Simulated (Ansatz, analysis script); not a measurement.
# Cobalt: energy against the total moment

Wanted: E(M), the field that holds each moment, and the spin susceptibility of Cobalt.

Program: Ansatz 0.2.0. Level of theory: PBE, PAW set soft_1. Results are calculated unless marked as measured.

### Step 1. Starting point

It takes space group P6_3/mmc (No. 194, hexagonal). The conventional cell has a = 2.507 Å, b = 2.507 Å, c = 4.070 Å, α = 90.00°, β = 90.00°, γ = 120.00°. Nearest to Co lie 12 Co at 2.50 to 2.51 Å.

The cell of this run holds 2 atoms, 2 of them with a starting moment; values «a cell» refer to the cell of the run in question.

### Step 2. Two spin channels first

The work starts on two spin channels, which tell the size of the moments.

The input, input.yaml:

```yaml
crystal:
  lattice:
    - [2.5074, 0.0, 0.0]
    - [-1.2537, 2.1714720974, 0.0]
    - [0.0, 0.0, 4.0699]
  atoms:
    - { symbol: Co, position: [0.3333333333, 0.6666666667, 0.25], spin: 2.0 }
    - { symbol: Co, position: [0.6666666667, 0.3333333333, 0.75], spin: 2.0 }
magnetization:
  spin_polarized: true
kpoints:
  mp_grid: { grid: [15, 15, 8] }
hamiltonian:
  xc: pbe
  pseudopotentials: { kind: paw, azcp: { folder: soft_1 } }
scf:
  occupations: { method: fermi_dirac, width: 0.05 }
  max_iter: 120
  convergence: { dr2_threshold: 1.0e-08 }
  lower_state_search: "off"
```

The run is started by

```
> ansatz run input.yaml --threads 2 --pin off --max-ram 5120MiB --backend cpu --events-out ev --progress --plain --runs-dir out
```

Numbers of over 12 decimals in the logs are rounded to 6 here.

What it wrote:

```text
Engine: ansatz 0.2.0, aarch64-unknown-linux-gnu
Pseudopotentials: kind: paw
Pseudopotential: Co, paw, valence charge 17, recommended cutoff 420 eV (normal), soft_1/Co.paw.azcp
Functional definition: PBE
  parameter kappa = 0.804
  parameter beta = 0.066725
  exchange = pbe_x(kappa = kappa, mu = beta*pi^2/3)
  correlation = pbe_c(beta = beta)
Crystal: 2 atoms, lattice volume = 22.160 Å³
Basis set: ecut = 420 eV, 415 PW (Γ)
Bands: 23, of which v1, the nominal top of the filled ones, is band 17 counted from 1 (16 counted from 0)
Symmetry: 24 space group operations
Space group: P63/mmc (ITA 194), of the structure as read, at distance tolerance 2.8e-5 Å
Magnetic group: BNS 194.263 (UNI 1493), of the structure as read, at distance tolerance 2.8e-5 Å
k-points: 135 of 1800
Non-local potential: Co, projectors of the file, l = 0: 3, l = 1: 2, l = 2: 3, l = 3: 1
PAW form: soft (Blöchl's): semilocal exchange-correlation on the pseudo side does not see the compensation charge
PAW one-centre angular grid: Co, 590 points (default); XC on 64 Gauss nodes
Initial density: superposition of atomic densities (chi_scale 0.1, normalization cell)
Starting moments: Σ|m| = 4 μB on 2 of 2 sites
Initial wavefunctions: pseudopotential atomic-orbital guess
Functional: x = pbe(κ = 0.804, μ = 0.219515), c = pbe(β = 0.066725)
iter 1 solved again at ethr=2.49e-4 eV; its pass at ethr=3.10e-3 eV (dr2=8.48e-2 eV) is discarded
SCF iter   1: F=—  HF=-10252.083494 eV  |F-HF|=—  |Δ(HF+E_count)|=         —  Δρ=2.11e-2 (↑2.00e-2 ↓2.11e-2)  dr2=8.53e-2  dr2_m=6.06e-2  M=3.327 μB ∫|m|=3.422 μB  β_m=0.30  ethr=2.49e-4  ⟨swp⟩=1.0  Hψ=32575  notcnv=0
preconditioner: auto → none  [metal: Δε(μ)=0.001 eV  Ē_g=9.302 eV  σ=0.050 eV  W_gap=0.00  n_scr=8 (ndim 8)  ℏωp=33.5 eV  f_vac=0.000  D(μ)=1.64/eV (n_scr^D=22)  sad-step TF]
SCF iter   2: F=—  HF=-10252.168348 eV  |F-HF|=—  |Δ(HF+E_count)|=   8.49e-2  Δρ=1.69e-2 (↑1.69e-2 ↓1.60e-2)  dr2=2.69e-2  dr2_m=3.25e-2  M=3.309 μB ∫|m|=3.451 μB  β_m=0.30  ethr=2.49e-4  ⟨swp⟩=2.7  Hψ=11190  notcnv=0
SCF iter   3: F=—  HF=-10252.234077 eV  |F-HF|=—  |Δ(HF+E_count)|=   6.57e-2  Δρ=1.35e-2 (↑1.35e-2 ↓1.13e-2)  dr2=1.60e-2  dr2_m=1.85e-2  M=3.300 μB ∫|m|=3.480 μB  β_m=0.30  ethr=7.91e-5  ⟨swp⟩=2.1  Hψ=9242  notcnv=0
SCF iter   4: F=—  HF=-10252.282567 eV  |F-HF|=—  |Δ(HF+E_count)|=   4.85e-2  Δρ=8.52e-3 (↑8.52e-3 ↓6.59e-3)  dr2=2.43e-3  dr2_m=1.08e-2  M=3.290 μB ∫|m|=3.500 μB  β_m=0.30  ethr=4.69e-5  ⟨swp⟩=2.2  Hψ=10374  notcnv=0
SCF iter   5: F=—  HF=-10252.298645 eV  |F-HF|=—  |Δ(HF+E_count)|=   1.61e-2  Δρ=6.94e-3 (↑6.94e-3 ↓5.08e-3)  dr2=1.26e-3  dr2_m=6.96e-3  M=3.286 μB ∫|m|=3.521 μB  β_m=1.00  ethr=7.13e-6  ⟨swp⟩=2.0  Hψ=7719  notcnv=0
SCF iter   6: F=—  HF=-10252.314822 eV  |F-HF|=—  |Δ(HF+E_count)|=   1.62e-2  Δρ=3.32e-3 (↑2.90e-3 ↓3.32e-3)  dr2=2.15e-5  dr2_m=1.97e-3  M=3.273 μB ∫|m|=3.575 μB  β_m=1.00  ethr=3.70e-6  ⟨swp⟩=2.0  Hψ=11553  notcnv=0
SCF iter   7: F=—  HF=-10252.316051 eV  |F-HF|=—  |Δ(HF+E_count)|=   1.23e-3  Δρ=1.22e-3 (↑9.19e-4 ↓1.22e-3)  dr2=1.28e-5  dr2_m=2.32e-4  M=3.273 μB ∫|m|=3.593 μB  β_m=1.00  ethr=6.32e-8  ⟨swp⟩=2.2  Hψ=11843  notcnv=0
SCF iter   8: F=—  HF=-10252.317638 eV  |F-HF|=—  |Δ(HF+E_count)|=   1.59e-3  Δρ=6.97e-4 (↑2.45e-4 ↓6.97e-4)  dr2=2.56e-5  dr2_m=4.44e-5  M=3.275 μB ∫|m|=3.601 μB  β_m=0.30  ethr=3.75e-8  ⟨swp⟩=2.0  Hψ=10883  notcnv=0
Mixer restart at iter 8: flushing history
spin-set hold released at iteration 8 (site moments contracting): the magnetisation degrees of freedom join the quasi-Newton model from the next iteration; the mixer history was flushed
SCF iter   9: F=—  HF=-10252.319004 eV  |F-HF|=—  |Δ(HF+E_count)|=   1.37e-3  Δρ=6.51e-4 (↑4.39e-4 ↓6.51e-4)  dr2=5.62e-6  dr2_m=6.01e-5  M=3.277 μB ∫|m|=3.604 μB  β_m=0.65  ethr=3.75e-8  ⟨swp⟩=2.1  Hψ=9558  notcnv=0
SCF iter  10: F=—  HF=-10252.320430 eV  |F-HF|=—  |Δ(HF+E_count)|=   1.43e-3  Δρ=8.24e-4 (↑8.87e-5 ↓8.24e-4)  dr2=9.33e-5  dr2_m=3.24e-5  M=3.282 μB ∫|m|=3.616 μB  β_m=0.70  ethr=1.65e-8  ⟨swp⟩=3.1  Hψ=12254  notcnv=0
SCF iter  11: F=—  HF=-10252.320445 eV  |F-HF|=—  |Δ(HF+E_count)|=   1.45e-5  Δρ=7.36e-4 (↑7.36e-4 ↓2.93e-4)  dr2=1.32e-4  dr2_m=1.02e-5  M=3.282 μB ∫|m|=3.616 μB  β_m=0.59  ethr=1.65e-8  ⟨swp⟩=3.0  Hψ=12100  notcnv=0
SCF iter  12: F=—  HF=-10252.320418 eV  |F-HF|=—  |Δ(HF+E_count)|=   2.69e-5  Δρ=3.48e-5 (↑3.48e-5 ↓3.46e-5)  dr2=4.24e-10  dr2_m=2.45e-7  M=3.283 μB ∫|m|=3.618 μB  β_m=0.80  ethr=2.94e-11  ⟨swp⟩=2.9  Hψ=25076  notcnv=0
SCF iter  13: F=—  HF=-10252.320418 eV  |F-HF|=—  |Δ(HF+E_count)|=   1.21e-7  Δρ=7.85e-6 (↑7.85e-6 ↓4.61e-6)  dr2=1.07e-8  dr2_m=3.97e-9  M=3.283 μB ∫|m|=3.618 μB  β_m=0.90  ethr=1.25e-12  ⟨swp⟩=3.5  Hψ=18021  notcnv=0
SCF iter  14: F=-10252.320418 eV  HF=-10252.320418 eV  |F-HF|=3.64e-11  |Δ(HF+E_count)|=   1.58e-9  Δρ=6.74e-7 (↑1.71e-7 ↓6.74e-7)  dr2=6.04e-11  dr2_m=2.37e-11  M=3.283 μB ∫|m|=3.618 μB  ethr=1.25e-12  ⟨swp⟩=1.3  Hψ=18657  notcnv=0
SCF 1 converged in 14 iterations: F = -10252.320418 eV  dr2 = 6.04e-11
  greatest PAW one-centre occupation: 1.001 electrons in one spin orbital (limit 2), on the Co atom at site 1 (counted from 0), in its partial waves of l = 1
SCF converged after 14 iterations
Magnetization: 3.2827 μB (18.6413 up, 15.3587 down)
Absolute magnetization: 3.6217 μB (∫|ρ↑−ρ↓|, with the PAW one-centre terms)
Spin contamination: 0.0593 ħ² per cell (⟨S²⟩ above its minimum at these occupations)
Per-site moments (μB) at R_I (Å): [(1.718362, 1.030153), (1.718362, 1.030153)]
Free energy (F): -10252.320418 eV
Harris-Foulkes:  -10252.320418 eV  (|F-HF|=3.64e-11)
Internal energy: -10252.306628 eV  (E = F + TS)
E sigma→0 (E₀):  -10252.313523 eV
Entropy (-TS):   -0.013790 eV (-6.895 meV/atom)
Fermi energy:    18.229635 eV
--- Per-component energies (eV) ---
  E_band       = -502.680678
  E_kinetic    = 582.594467
  E_local      = -5361.327723  (includes V_loc(G=0)·N_el)
  E_nonlocal   = 868.371157
  E_hartree    = 2376.098275
  E_xc         = -184.105186
  E_vxc        = -236.936791  (∫ρ·V_xc dr)
  E_paw        = -3142.663187  (= ΣΔE_a)
  E_vpaw       = -1107.579077  (= ΣTr[D̂ρ^β])
  E_aug_tail   = -0.000026  (compensation charges beyond the density's cutoff)
  E_ewald      = -5391.274405
  E_smearing   = -0.013790  (= −TS)
  E_closure    = 0.000000  (closes the sum)
  Σ components = -10252.320418   (vs F -10252.320418, Δ=0.00e0)
```

Elapsed: 7.2 s, on 2 threads of Arm Neoverse V1, shared host; peak memory 0.33 GiB; 13 s of CPU time.

Reading the cycles: dr2 is the Hartree energy of the density residual (eV), the measure of convergence; HF is the Harris–Foulkes estimate of the energy, which meets the free energy F at convergence.

Spin moment in the atom's sphere by atom:

```
atom  spin moment in the atom's sphere (μB)
 Co1                                   1.72
 Co2                                   1.72
```

Tables count atoms from 1; parts of the log count from 0.

The run ends ferromagnetic, with a net moment of 3.28 μB a cell. Only this order was typed.

### Step 3. Mesh refined

Levels at the Fermi energy are partly filled, so moments and energy differences can hang on the k-mesh, and the state is solved again on a denser one.

input.yaml, the sections that differ from step 2:

```yaml
crystal:
  lattice:
    - [2.5074, 0.0, 0.0]
    - [-1.2537, 2.1714720974, 0.0]
    - [0.0, 0.0, 4.0699]
  atoms:
    - { symbol: Co, position: [0.3333333333, 0.6666666667, 0.25], spin: 1.72 }
    - { symbol: Co, position: [0.6666666667, 0.3333333333, 0.75], spin: 1.72 }
kpoints:
  mp_grid: { grid: [18, 18, 10] }
basis:
  ecutwfc: 420.0
checkpoint:
  read: start
  write: ck
  compress: false
  write_wavefunctions: false
  write_every: 100000
# magnetization, hamiltonian, scf: as in step 2
```

What it wrote:

```text
[...]
SCF converged after 7 iterations
Magnetization: 3.2217 μB (18.6109 up, 15.3891 down)
Absolute magnetization: 3.5718 μB (∫|ρ↑−ρ↓|, with the PAW one-centre terms)
[...]
Per-site moments (μB) at R_I (Å): [(1.690123, 1.030153), (1.690123, 1.030153)]
Free energy (F): -10252.317643 eV
[...]
Internal energy: -10252.303289 eV  (E = F + TS)
E sigma→0 (E₀):  -10252.310466 eV
Entropy (-TS):   -0.014354 eV (-7.177 meV/atom)
Fermi energy:    18.241648 eV
[...]
```

Elapsed: 6.5 s, on 2 threads; peak memory 0.39 GiB; 12 s of CPU time.

Spin moment in the atom's sphere by atom:

```
atom  spin moment in the atom's sphere (μB)
 Co1                                   1.69
 Co2                                   1.69
```

The run ends ferromagnetic, with a net moment of 3.22 μB a cell, against 3.28 μB on the first mesh.

### Step 4. The non-magnetic reference

The state without spin is the zero of E(M).

input.yaml, the sections that differ from step 3:

```yaml
crystal:
  lattice:
    - [2.5074, 0.0, 0.0]
    - [-1.2537, 2.1714720974, 0.0]
    - [0.0, 0.0, 4.0699]
  atoms:
    - { symbol: Co, position: [0.3333333333, 0.6666666667, 0.25] }
    - { symbol: Co, position: [0.6666666667, 0.3333333333, 0.75] }
scf:
  occupations: { method: fermi_dirac, width: 0.05 }
  max_iter: 120
  convergence: { dr2_threshold: 1.0e-08 }
# kpoints, hamiltonian, basis: as in step 3
# magnetization: removed
# checkpoint: removed
```

The run is started by

```
> ansatz run input.yaml --threads 1 --pin off --max-ram 2560MiB --backend cpu --events-out ev --progress --plain --runs-dir out
```

What it wrote:

```text
[...]
Crystal: 2 atoms, lattice volume = 22.160 Å³
Basis set: ecut = 420 eV, 415 PW (Γ)
Bands: 21, of which v1, the nominal top of the filled ones, is band 17 counted from 1 (16 counted from 0)
Symmetry: 24 space group operations
[...]
k-points: 222 of 3240
[...]
SCF iter   1: F=—  HF=-10251.827963 eV  |F-HF|=—  |Δ(HF+E_count)|=         —  Δρ=2.98e-2  dr2=1.54e-1  ethr=3.10e-3  ⟨swp⟩=5.2  Hψ=18083  notcnv=0
[...]
SCF iter   7: F=-10251.826327 eV  HF=-10251.826327 eV  |F-HF|=2.69e-10  |Δ(HF+E_count)|=   5.88e-8  Δρ=3.62e-6  dr2=1.61e-9  ethr=2.94e-11  ⟨swp⟩=2.0  Hψ=14890  notcnv=0
SCF 1 converged in 7 iterations: F = -10251.826327 eV  dr2 = 1.61e-9
[...]
SCF converged after 7 iterations
Free energy (F): -10251.826327 eV
[...]
Internal energy: -10251.775371 eV  (E = F + TS)
E sigma→0 (E₀):  -10251.800849 eV
Entropy (-TS):   -0.050956 eV (-25.478 meV/atom)
Fermi energy:    18.137603 eV
[...]
```

It took 5.1 s on 1 thread; peak memory 0.33 GiB.

The free collinear run lies 491 meV below it.

### Step 5. Without spin, levels printed

input.yaml: that of step 4 with these lines changed.

```diff
@@ -19 +19,3 @@
   ecutwfc: 420.0
+output:
+  eigenvalues: true
```

What it wrote:

```text
[...]
Crystal: 2 atoms, lattice volume = 22.160 Å³
Basis set: ecut = 420 eV, 415 PW (Γ)
Bands: 21, of which v1, the nominal top of the filled ones, is band 17 counted from 1 (16 counted from 0)
Symmetry: 24 space group operations
[...]
k-points: 222 of 3240
[...]
Fermi energy:    18.137603 eV
[...]
--- Band table (eV; the first three rows and the last of 222) ---
  k-point 0: bands = [... 13 lower, 16.7373, 16.7373, 17.1141, 17.1141, 17.9865, 18.2298, 18.2298, 24.7341]
  k-point 1: bands = [... 13 lower, 16.7089, 16.7089, 17.1785, 17.1785, 17.6476, 18.2249, 18.2249, 25.2941]
  k-point 2: bands = [... 13 lower, 16.6330, 16.6330, 16.9384, 17.3365, 17.3365, 18.2034, 18.2034, 26.7007]
  k-point 221: bands = [... 13 lower, 15.8814, 17.1199, 17.1199, 18.2675, 18.2675, 24.0372, 24.0372, 25.6579]
[key lines of the parts left out:]
SCF converged after 7 iterations
Free energy (F): -10251.826327 eV
```

Wall time 6.3 s (1 thread); peak memory 0.34 GiB.

### Step 6. Total moment fixed at 0.465 μB

Two Fermi levels, one a spin, hold the total moment exactly, which reaches states that a free run would leave.

input.yaml, the sections that differ from step 5:

```yaml
crystal:
  lattice:
    - [2.5074, 0.0, 0.0]
    - [-1.2537, 2.1714720974, 0.0]
    - [0.0, 0.0, 4.0699]
  atoms:
    - { symbol: Co, position: [0.3333333333, 0.6666666667, 0.25], spin: 0.2325 }
    - { symbol: Co, position: [0.6666666667, 0.3333333333, 0.75], spin: 0.2325 }
magnetization:
  spin_polarized: true
  initial_magnetization: 0.465
  spin_locking: { lock_magnetization: hard }
scf:
  occupations: { method: fermi_dirac, width: 0.05 }
  max_iter: 120
  convergence: { dr2_threshold: 1.0e-08 }
  lower_state_search: "off"
# kpoints, hamiltonian, basis: as in step 5
# output: removed
```

What it wrote:

```text
[...]
Crystal: 2 atoms, lattice volume = 22.160 Å³
Basis set: ecut = 420 eV, 415 PW (Γ)
Bands: 22, of which v1, the nominal top of the filled ones, is band 17 counted from 1 (16 counted from 0)
Symmetry: 24 space group operations
[...]
k-points: 222 of 3240
[...]
Starting moments: Σ|m| = 0.465 μB on 2 of 2 sites
[...]
SCF iter   9: F=-10251.840806 eV  HF=-10251.840806 eV  |F-HF|=3.62e-9  |Δ(HF+E_count)|=   6.17e-7  Δρ=3.72e-6 (↑3.72e-6 ↓3.54e-6)  dr2=5.50e-9  dr2_m=2.00e-10  M=0.465 μB ∫|m|=0.535 μB  ethr=2.94e-11  ⟨swp⟩=3.4  Hψ=27960  notcnv=0
SCF 1 converged in 9 iterations: F = -10251.840806 eV  dr2 = 5.50e-9
[...]
SCF converged after 9 iterations
Stability checked in part: among states of this total moment the steps that led to this state did not find it unstable. No probe was made; neither looks for a lower state of another moment (fixed_total_moment; see scf.lower_state_search)
Magnetization: 0.4650 μB (17.2325 up, 16.7675 down)
Absolute magnetization: 0.5358 μB (∫|ρ↑−ρ↓|, with the PAW one-centre terms)
[...]
Per-site moments (μB) at R_I (Å): [(0.247917, 1.030153), (0.247917, 1.030153)]
Free energy (F): -10251.840806 eV
[...]
Internal energy: -10251.789574 eV  (E = F + TS)
E sigma→0 (E₀):  -10251.815190 eV
Entropy (-TS):   -0.051231 eV (-25.616 meV/atom)
Fermi energy:    18.132913 (↑ 18.070860, ↓ 18.194965) eV
[...]
```

The job ended after 12 s (1 thread; peak memory 0.38 GiB).

The energy is -14.5 meV from the state without spin, and the largest site carries 0.248 μB.

### Step 7. Total moment fixed at 0.931 μB

input.yaml, the sections that differ from step 6:

```yaml
crystal:
  lattice:
    - [2.5074, 0.0, 0.0]
    - [-1.2537, 2.1714720974, 0.0]
    - [0.0, 0.0, 4.0699]
  atoms:
    - { symbol: Co, position: [0.3333333333, 0.6666666667, 0.25], spin: 0.4655 }
    - { symbol: Co, position: [0.6666666667, 0.3333333333, 0.75], spin: 0.4655 }
magnetization:
  spin_polarized: true
  initial_magnetization: 0.931
  spin_locking: { lock_magnetization: hard }
# kpoints, hamiltonian, scf, basis: as in step 6
```

What it wrote:

```text
[...]
Crystal: 2 atoms, lattice volume = 22.160 Å³
Basis set: ecut = 420 eV, 415 PW (Γ)
Bands: 22, of which v1, the nominal top of the filled ones, is band 17 counted from 1 (16 counted from 0)
Symmetry: 24 space group operations
[...]
k-points: 222 of 3240
[...]
Starting moments: Σ|m| = 0.931 μB on 2 of 2 sites
[...]
Magnetization: 0.9310 μB (17.4655 up, 16.5345 down)
Absolute magnetization: 1.0711 μB (∫|ρ↑−ρ↓|, with the PAW one-centre terms)
[...]
Per-site moments (μB) at R_I (Å): [(0.496089, 1.030153), (0.496089, 1.030153)]
Free energy (F): -10251.883657 eV
[...]
Internal energy: -10251.832707 eV  (E = F + TS)
E sigma→0 (E₀):  -10251.858182 eV
Entropy (-TS):   -0.050950 eV (-25.475 meV/atom)
Fermi energy:    18.121484 (↑ 18.000501, ↓ 18.242467) eV
[...]
[key lines of the parts left out:]
SCF converged after 10 iterations
```

Elapsed: 14 s, on 1 thread; peak memory 0.38 GiB.

The energy is -57.3 meV from the state without spin, and the largest site carries 0.496 μB.

### Step 8. Total moment fixed at 2.327 μB

input.yaml, the sections that differ from step 7:

```yaml
crystal:
  lattice:
    - [2.5074, 0.0, 0.0]
    - [-1.2537, 2.1714720974, 0.0]
    - [0.0, 0.0, 4.0699]
  atoms:
    - { symbol: Co, position: [0.3333333333, 0.6666666667, 0.25], spin: 1.1635 }
    - { symbol: Co, position: [0.6666666667, 0.3333333333, 0.75], spin: 1.1635 }
magnetization:
  spin_polarized: true
  initial_magnetization: 2.327
  spin_locking: { lock_magnetization: hard }
# kpoints, hamiltonian, scf, basis: as in step 7
```

What it wrote:

```text
[...]
Crystal: 2 atoms, lattice volume = 22.160 Å³
Basis set: ecut = 420 eV, 415 PW (Γ)
Bands: 23, of which v1, the nominal top of the filled ones, is band 17 counted from 1 (16 counted from 0)
Symmetry: 24 space group operations
[...]
k-points: 222 of 3240
[...]
Starting moments: Σ|m| = 2.327 μB on 2 of 2 sites
[...]
Magnetization: 2.3270 μB (18.1635 up, 15.8365 down)
Absolute magnetization: 2.6526 μB (∫|ρ↑−ρ↓|, with the PAW one-centre terms)
[...]
Per-site moments (μB) at R_I (Å): [(1.235364, 1.030153), (1.235364, 1.030153)]
Free energy (F): -10252.142270 eV
[...]
Internal energy: -10252.104011 eV  (E = F + TS)
E sigma→0 (E₀):  -10252.123140 eV
Entropy (-TS):   -0.038258 eV (-19.129 meV/atom)
Fermi energy:    18.053087 (↑ 17.821768, ↓ 18.284405) eV
[...]
[key lines of the parts left out:]
SCF converged after 9 iterations
```

Run time: 14 s. Hardware: 1 thread; peak memory 0.38 GiB.

The energy is -316 meV from the state without spin, and the largest site carries 1.24 μB.

### Step 9. Total moment fixed at 4.188 μB

input.yaml, the sections that differ from step 8:

```yaml
crystal:
  lattice:
    - [2.5074, 0.0, 0.0]
    - [-1.2537, 2.1714720974, 0.0]
    - [0.0, 0.0, 4.0699]
  atoms:
    - { symbol: Co, position: [0.3333333333, 0.6666666667, 0.25], spin: 2.094 }
    - { symbol: Co, position: [0.6666666667, 0.3333333333, 0.75], spin: 2.094 }
magnetization:
  spin_polarized: true
  initial_magnetization: 4.188
  spin_locking: { lock_magnetization: hard }
# kpoints, hamiltonian, scf, basis: as in step 8
```

What it wrote:

```text
[...]
Crystal: 2 atoms, lattice volume = 22.160 Å³
Basis set: ecut = 420 eV, 415 PW (Γ)
Bands: 24, of which v1, the nominal top of the filled ones, is band 17 counted from 1 (16 counted from 0)
Symmetry: 24 space group operations
[...]
k-points: 222 of 3240
[...]
Starting moments: Σ|m| = 4.188 μB on 2 of 2 sites
[...]
SCF iter   8: F=-10251.961873 eV  HF=-10251.961873 eV  |F-HF|=1.42e-9  |Δ(HF+E_count)|=   2.54e-7  Δρ=3.60e-6 (↑1.14e-6 ↓3.60e-6)  dr2=1.40e-9  dr2_m=4.67e-10  M=4.188 μB ∫|m|=4.270 μB  ethr=2.94e-11  ⟨swp⟩=2.2  Hψ=34135  notcnv=0
SCF 1 converged in 8 iterations: F = -10251.961873 eV  dr2 = 1.40e-9
[...]
SCF converged after 8 iterations
[...]
Magnetization: 4.1880 μB (19.0940 up, 14.9060 down)
Absolute magnetization: 4.2702 μB (∫|ρ↑−ρ↓|, with the PAW one-centre terms)
[...]
Per-site moments (μB) at R_I (Å): [(2.105649, 1.030153), (2.105649, 1.030153)]
Free energy (F): -10251.961873 eV
[...]
Internal energy: -10251.945273 eV  (E = F + TS)
E sigma→0 (E₀):  -10251.953573 eV
Entropy (-TS):   -0.016600 eV (-8.300 meV/atom)
Fermi energy:    18.812235 (↑ 19.600801, ↓ 18.023669) eV
[...]
```

Elapsed: 14 s, on 1 thread; peak memory 0.39 GiB.

The energy is -136 meV from the state without spin, and the largest site carries 2.11 μB.

5 more runs differ from these in the same keys alone and are tabled below.

[end of part 1 of 2]

[Logs and program files are shortened in this print: banners, set-up blocks, solver, clock and traceback lines can be left out without a mark of their own.]

[Logs are printed without paths, hosts, clocks, repeated set-up lines and the standing remarks that a program may print on its own settings, such as how far it seeks lower states.]

[Hosts, paths, dates, database ids (printed as entryN), source tags and the programs' standing remarks are cut or masked in the printed files.]
